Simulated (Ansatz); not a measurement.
## SiC (F-43m): refractive index against wavelength

The refractive index of SiC (F-43m) below the direct gap (4.55 eV on the mesh) is read from one computed spectrum, n = √(Re ε).

The structure is cubic, space group F-43m (No. 216). The conventional cell has a = 4.358 Å, b = 4.358 Å, c = 4.358 Å, α = 90.00°, β = 90.00°, γ = 90.00°. Si on site a is surrounded by 4 C at 1.89 Å. C on site c has 4 Si at 1.89 Å as nearest neighbours.

Method: Ansatz 0.2.0, PBE, independent particles, k-mesh 12×12×12 with interpolation inside its cells, Gaussian parameter 0.1 eV.

Launch of the response step: `ansatz run input.yaml --threads 4 --pin off --max-ram 8192MiB --backend cpu --events-out ev --progress --plain --runs-dir out`. The run took 3 s, on 4 threads of Arm Neoverse V2 (shared host).

| wavelength (nm) | photon energy E (eV) | n |
| --- | --- | --- |
| 1064 | 1.165 | 2.7128 |
| 850 | 1.459 | 2.7308 |
| 700 | 1.771 | ? |
| 633 | 1.959 | 2.7729 |
| 532 | 2.331 | 2.8150 |
| 450 | 2.755 | 2.8773 |
| 405 | 3.061 | 2.9342 |

In the single-oscillator model n² − 1 = E₀E_d/(E₀² − E²), so 1/(n² − 1) = E₀/E_d − E²/(E₀E_d) is linear in E².

Working, on the rows shown:

| x = E² (eV²) | y = 1/(n² − 1) |
| --- | --- |
| 1.35784 | 0.15725 |
| 2.12762 | 0.154864 |
| 3.83641 | 0.1495 |
| 5.43137 | 0.14442 |
| 7.59115 | 0.137384 |
| 9.37179 | 0.131414 |

Means: x̄ = 4.9527, ȳ = 0.14581. Σ(x − x̄)(y − ȳ) = -0.1573, Σ(x − x̄)² = 48.87. Slope = -0.1573 / 48.87 = -0.00322; intercept = ȳ − slope · x̄ = 0.16175. Turned back into n, the line misses the rows shown by at most 0.0016.

**Question.** What does the fit predict for the withheld row, and how well does it do?

**Answer.** At x = 3.1372 the line gives y = 0.15165, that is 2.7557. The run gave 2.7553, so the interpolation is off by 0.00044, 0.2 % of the range in the table.

Refitted with all rows, the slope is -0.003221 and the intercept 0.16177. These give E₀ = √(intercept/−slope) = 7.09 eV and E_d = E₀/intercept = 43.8 eV; E₀ is 1.6 times the direct gap. The electronic limit at long wavelengths, without lattice vibrations, is n = √(1 + 1/intercept) = 2.680. Excitons are left out and so are local fields; PBE gaps are as a rule too small.
